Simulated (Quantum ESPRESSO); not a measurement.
# GaN (F-43m): a mode Grüneisen parameter, worked out

Wanted: a fit of frequency against volume for GaN (F-43m), tested on a run that is left out of it.

Main program and level: Quantum ESPRESSO 7.5; DFT LDA, scalar-relativistic, plane waves, JTH PAW pseudopotentials.

## (1) The relaxed structure

It takes space group F-43m (No. 216, cubic). The conventional cell has a = 4.455 Å, b = 4.455 Å, c = 4.455 Å, α = 90.00°, β = 90.00°, γ = 90.00°. Nearest to Ga lie 4 N at 1.93 Å. N has 4 Ga at 1.93 Å nearest. Farther neighbours and most contacts between anions are not listed.

As a file:

```
CELL_PARAMETERS angstrom
-2.22762 0.00000 2.22762
0.00000 2.22762 2.22762
-2.22762 2.22762 0.00000
ATOMIC_POSITIONS crystal
Ga 0.00000 0.00000 0.00000
N 0.75000 0.75000 0.75000
```

This is the cell after its relaxation at this level of theory, not the database cell from which that began.

## (2) Runs at several volumes

The relaxed cell is scaled uniformly; in this structure symmetry fixes all atoms, so nothing has to be relaxed anew. Each volume gets a ground state and a response at Γ. The mode followed is the highest one without the macroscopic field, of symmetry T2; longitudinal polar modes lie higher. Cutoff 60 Ry, k mesh 12×12×12.

From the response at V/V₀ = 0.94:

Output:

```text
[banners, grids, parts of the stress and lines that vanish by symmetry left out]
Program PHONON v.7.5
     Reading xml data from directory:

[...]
Exchange-correlation= PW
                           (   1   4   0   0   0   0   0)
[...]
kinetic-energy cut-off    =      60.0000  Ry
     charge density cut-off    =     480.0000  Ry
     convergence threshold     =      1.0E-18
[...]
Exchange-correlation= PW
                           (   1   4   0   0   0   0   0)
[...]
q = (   0.0000000   0.0000000   0.0000000 )
     25 Sym.Ops. (with q -> -q+G )
     G cutoff =  413.5027  (  25101 G-vectors)     FFT grid: ( 45, 45, 45)
     G cutoff =  206.7514  (   8801 G-vectors)  smooth grid: ( 30, 30, 30)
     number of k points=    72
[...]
Mode symmetry, T_d (-43m)  point group:
[...]
Dielectric constant
[...]
End of electric fields calculation
          Dielectric constant in cartesian axis
          (       5.447102234       0.000000000      -0.000000000 )
          (       0.000000000       5.447102234       0.000000000 )
          (      -0.000000000       0.000000000       5.447102234 )
          Effective charges (d Force / dE) in cartesian axis without acoustic sum rule applied (asr)
           atom    1  Ga    Mean Z*:        2.60194
      Ex  (        2.60194       -0.00000       -0.00000 )
      Ey  (        0.00000        2.60194        0.00000 )
      Ez  (       -0.00000        0.00000        2.60194 )
           atom    2  N     Mean Z*:       -2.60205
      Ex  (       -2.60205       -0.00000       -0.00000 )
      Ey  (       -0.00000       -2.60205       -0.00000 )
      Ez  (       -0.00000       -0.00000       -2.60205 )
          Effective charges Sum: Mean:       -0.00011
[...]
Effective charges (d Force / dE) in cartesian axis with asr applied:
           atom    1  Ga    Mean Z*:        2.60200
[...]
atom    2  N     Mean Z*:       -2.60200
[...]
Representation #   1 modes #   1   2   3
[...]
End of self-consistent calculation
     Convergence has been achieved
     Representation #   2 modes #   4   5   6
[...]
End of self-consistent calculation
     Convergence has been achieved
[...]
Dielectric constant in cartesian axis
          (       5.447102234       0.000000000      -0.000000000 )
          (       0.000000000       5.447102234       0.000000000 )
          (      -0.000000000       0.000000000       5.447102234 )
          Effective charges (d Force / dE) in cartesian axis without acoustic sum rule applied (asr)
           atom    1  Ga    Mean Z*:        2.60194
      Ex  (        2.60194       -0.00000       -0.00000 )
      Ey  (        0.00000        2.60194        0.00000 )
      Ez  (       -0.00000        0.00000        2.60194 )
           atom    2  N     Mean Z*:       -2.60205
      Ex  (       -2.60205       -0.00000       -0.00000 )
      Ey  (       -0.00000       -2.60205       -0.00000 )
      Ez  (       -0.00000       -0.00000       -2.60205 )
          Effective charges Sum: Mean:       -0.00011
[...]
Effective charges (d Force / dE) in cartesian axis with asr applied:
           atom    1  Ga    Mean Z*:        2.60200
[...]
atom    2  N     Mean Z*:       -2.60200
[...]
q = (    0.000000000   0.000000000   0.000000000 )
[...]
freq (    1) =       0.056083 [THz] =       1.870740 [cm-1]
     freq (    2) =       0.056083 [THz] =       1.870740 [cm-1]
     freq (    3) =       0.056083 [THz] =       1.870740 [cm-1]
     freq (    4) =      18.170775 [THz] =     606.111796 [cm-1]
     freq (    5) =      18.170775 [THz] =     606.111796 [cm-1]
     freq (    6) =      18.170775 [THz] =     606.111796 [cm-1]
[...]
Mode symmetry, T_d (-43m)  point group:
     freq (   1-   3) =          1.9  [cm-1]   --> T_2  G_15 P_4   I+R
     freq (   4-   6) =        606.1  [cm-1]   --> T_2  G_15 P_4   I+R

   JOB DONE.
```

One volume, V/V₀ = 0.97, is held back as a test.

```tsv
V/V₀	volume (Å³/atom)	pressure (GPa)	ω (cm⁻¹)
0.94	10.391	14.66	606.11
0.97	10.723	6.89	held back
1	11.054	0.27	553.37
1.03	11.386	-5.36	529.34
1.06	11.717	-10.15	506.70
```

## (3) The fit

The mode Grüneisen parameter is γ = −d ln ω / d ln V.

```tsv
ln(V/V₀)	ln ω
-0.0619	6.4071
0.0000	6.3160
0.0296	6.2716
0.0583	6.2279
```

A straight line through these points has the slope -1.489, so γ = 1.49; at V/V₀ = 0.97 it predicts ω = exp(6.3153 + 0.0454) = 578.65 cm⁻¹.

A parabola of pressure against ln V through V/V₀ = 0.97, 1 and 1.03 gives the bulk modulus B = −dP/d ln V = 204 GPa at V₀. With ω₀ from the fitted line the pressure coefficient follows as dω/dP = γ ω₀ / B = 1.49 × 553.0 / 204 = 4.04 cm⁻¹/GPa.

## (4) The run that was held back

Output:

```text
[banners, grids, parts of the stress and lines that vanish by symmetry left out]
[banner, memory and clock lines left out]
Program PHONON v.7.5

[...]
Exchange-correlation= PW
                           (   1   4   0   0   0   0   0)
[...]
kinetic-energy cut-off    =      60.0000  Ry
     charge density cut-off    =     480.0000  Ry
     convergence threshold     =      1.0E-18
[...]
Exchange-correlation= PW
                           (   1   4   0   0   0   0   0)
[...]
q = (   0.0000000   0.0000000   0.0000000 )
     25 Sym.Ops. (with q -> -q+G )
     G cutoff =  422.2545  (  25821 G-vectors)     FFT grid: ( 45, 45, 45)
     G cutoff =  211.1273  (   9185 G-vectors)  smooth grid: ( 30, 30, 30)
     number of k points=    72
[...]
Mode symmetry, T_d (-43m)  point group:
[...]
Dielectric constant
[...]
End of electric fields calculation
          Dielectric constant in cartesian axis
          (       5.587351876       0.000000000       0.000000000 )
          (       0.000000000       5.587351876      -0.000000000 )
          (       0.000000000      -0.000000000       5.587351876 )
          Effective charges (d Force / dE) in cartesian axis without acoustic sum rule applied (asr)
           atom    1  Ga    Mean Z*:        2.61733
      Ex  (        2.61733       -0.00000       -0.00000 )
      Ey  (        0.00000        2.61733       -0.00000 )
      Ez  (        0.00000       -0.00000        2.61733 )
           atom    2  N     Mean Z*:       -2.61759
      Ex  (       -2.61759        0.00000        0.00000 )
[...]
Representation #   1 modes #   1   2   3
[...]
End of self-consistent calculation
     Convergence has been achieved
     Representation #   2 modes #   4   5   6
[...]
End of self-consistent calculation
     Convergence has been achieved
[...]
Dielectric constant in cartesian axis
          (       5.587351876       0.000000000       0.000000000 )
          (       0.000000000       5.587351876      -0.000000000 )
          (       0.000000000      -0.000000000       5.587351876 )
          Effective charges (d Force / dE) in cartesian axis without acoustic sum rule applied (asr)
           atom    1  Ga    Mean Z*:        2.61733
      Ex  (        2.61733       -0.00000       -0.00000 )
      Ey  (        0.00000        2.61733       -0.00000 )
      Ez  (        0.00000       -0.00000        2.61733 )
           atom    2  N     Mean Z*:       -2.61759
      Ex  (       -2.61759        0.00000        0.00000 )
      Ey  (        0.00000       -2.61759        0.00000 )
      Ez  (        0.00000       -0.00000       -2.61759 )
          Effective charges Sum: Mean:       -0.00025
[...]
Effective charges (d Force / dE) in cartesian axis with asr applied:
           atom    1  Ga    Mean Z*:        2.61746
[...]
atom    2  N     Mean Z*:       -2.61746
[...]
q = (    0.000000000   0.000000000   0.000000000 )
[...]
freq (    1) =      -0.090984 [THz] =      -3.034906 [cm-1]
     freq (    2) =      -0.090984 [THz] =      -3.034906 [cm-1]
     freq (    3) =      -0.090984 [THz] =      -3.034906 [cm-1]
     freq (    4) =      17.355773 [THz] =     578.926273 [cm-1]
     freq (    5) =      17.355773 [THz] =     578.926273 [cm-1]
     freq (    6) =      17.355773 [THz] =     578.926273 [cm-1]
[...]
Mode symmetry, T_d (-43m)  point group:
     freq (   1-   3) =         -3.0  [cm-1]   --> T_2  G_15 P_4   I+R
     freq (   4-   6) =        578.9  [cm-1]   --> T_2  G_15 P_4   I+R
```

It gives 578.93 cm⁻¹ against the predicted 578.65 cm⁻¹, a miss of 0.3 cm⁻¹.

## (5) Results

```json
{
 "mode Grüneisen parameter": "1.489",
 "bulk modulus": "204 GPa",
 "pressure coefficient": "4.04 cm⁻¹/GPa"
}
```

What this shows: The highest optical mode of GaN (F-43m) without the LO-TO term stiffens by 4.04 cm⁻¹ a GPa near the relaxed volume, with γ = 1.49. The power law meets all 5 runs within 0.08 %; between neighbouring volumes γ runs from 1.46 to 1.52. Such a coefficient turns a measured shift of this mode into a hydrostatic stress; uniaxial or biaxial stress splits the mode and needs deformation potentials. These are harmonic values at zero temperature for the structure held cubic, which a run at Γ can't show to be stable; the bulk modulus rests on three points.

[Host names and launcher messages were left out of these logs when they were recorded.]

[Logs are printed without paths, hosts, clocks, repeated set-up lines and the standing remarks that a program may print on its own settings, such as how far it seeks lower states.]

[Hosts, paths, dates, database ids (printed as entryN), source tags and the programs' standing remarks are cut or masked in the printed files.]
